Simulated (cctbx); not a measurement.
# What is wrong with this refinement?

Cell a = 7.4670 Å, b = 7.4670 Å, c = 7.2610 Å, α = 90.00°, β = 90.00°, γ = 90.00°; space group P4_2/mnm (no. 136).

The data are simulated with cctbx, not measured: Cu Kα, λ = 1.54184 Å, to d = 0.8 Å, 95 % of the full sphere, strongest reflection 5000 counts, noise from counting, a 4 % proportional error and a noise floor of 2 counts (s.d.); no absorption.

An anisotropic refinement with weights 1/σ² prints:

```text
Rint 0.055, 249 unique reflections to 0.80 A
cycle     R1     wR2    GooF  max shift (A)
   1  0.0282  0.0626   1.941   0.00028
   2  0.0178  0.0382   1.185   0.00000
final R1 0.0178 wR2 0.0382 GooF 1.185  parameters 16  data/parameter 15.6
atom        x        y        z      Ueq    occ   su(xyz)  su(Uiso or U11)
Au1    0.00000  0.50000  0.25000   0.0041  1.000  0.00000  0.0002
Pt1    0.37124  0.62876  0.77267   0.0073  1.000  0.00007  0.0002
Er1    0.16145  0.83855  0.00000   0.0089  1.000  0.00010  0.0003
Er2    0.17659  0.82341  0.50000   0.0088  1.000  0.00010  0.0003
difference map: max 2.10 min -1.55 rms 0.43
Q1    0.0000  0.5000  0.2500    4    2.14  0.00 A from Au1
Q2    0.0621  0.9379  0.0000    4    2.12  1.05 A from Er1
Q3    0.0000  0.0000  0.0000    2    1.70  1.70 A from Er1
Q4    0.0000  0.0000  0.2644    4    1.63  1.36 A from Pt1
Q5    0.0000  0.0000  0.0989    4    1.44  1.85 A from Er1
Q6    0.0433  0.6662  0.5000    8    1.32  1.54 A from Er2
```

**Question.** Can this result stand? If not, what is the likely fault?

Mend it. The fault: wrong element: Au1 is Pb. Against the right model at the same level, R1 goes from 0.0139 to 0.0178 and GooF from 0.91 to 1.19 and U of Au1 shrinks from 0.0064 to 0.0041 Å². Au1 has 3 electrons too few and its U shrinks to make up, as expected. The signs are weak, and the output alone doesn't single this fault out.

The compound is Er2Pt2Pb. The right model at the same level gives:

```text
Rint 0.055, 249 unique reflections to 0.80 A
cycle     R1     wR2    GooF  max shift (A)
   1  0.0142  0.0302   0.938   0.00015
   2  0.0139  0.0294   0.913   0.00000
final R1 0.0139 wR2 0.0294 GooF 0.913  parameters 16  data/parameter 15.6
atom        x        y        z      Ueq    occ   su(xyz)  su(Uiso or U11)
Pb1    0.00000  0.50000  0.25000   0.0064  1.000  0.00000  0.0002
Pt1    0.37124  0.62876  0.77269   0.0067  1.000  0.00005  0.0002
Er1    0.16147  0.83853  0.00000   0.0084  1.000  0.00008  0.0003
Er2    0.17661  0.82339  0.50000   0.0083  1.000  0.00008  0.0003
difference map: max 2.01 min -1.82 rms 0.36
Q1    0.0625  0.9375  0.0000    4    2.09  1.04 A from Er1
Q2    0.0000  0.0000  0.0000    2    1.66  1.71 A from Er1
Q3    0.0000  0.0000  0.2651    4    1.65  1.36 A from Pt1
Q4    0.0000  0.0000  0.1010    4    1.38  1.84 A from Pt1
Q5    0.0435  0.6625  0.5000    8    1.35  1.56 A from Er2
Q6    0.1934  0.1934  0.5000    4    1.15  1.53 A from Er1
```

Isotropic U is held between 0.0001 and 1 Å² by the program, and listed peak heights are interpolated, so they can pass the grid's maximum.

The model was made for the exercise: a known structure type with other elements put in, its volume estimated, not relaxed; displacement parameters are assumed.

[Middle refinement cycles are left out of these outputs.]

[Logs are printed without paths, hosts, clocks, repeated set-up lines and the standing remarks that a program may print on its own settings, such as how far it seeks lower states.]
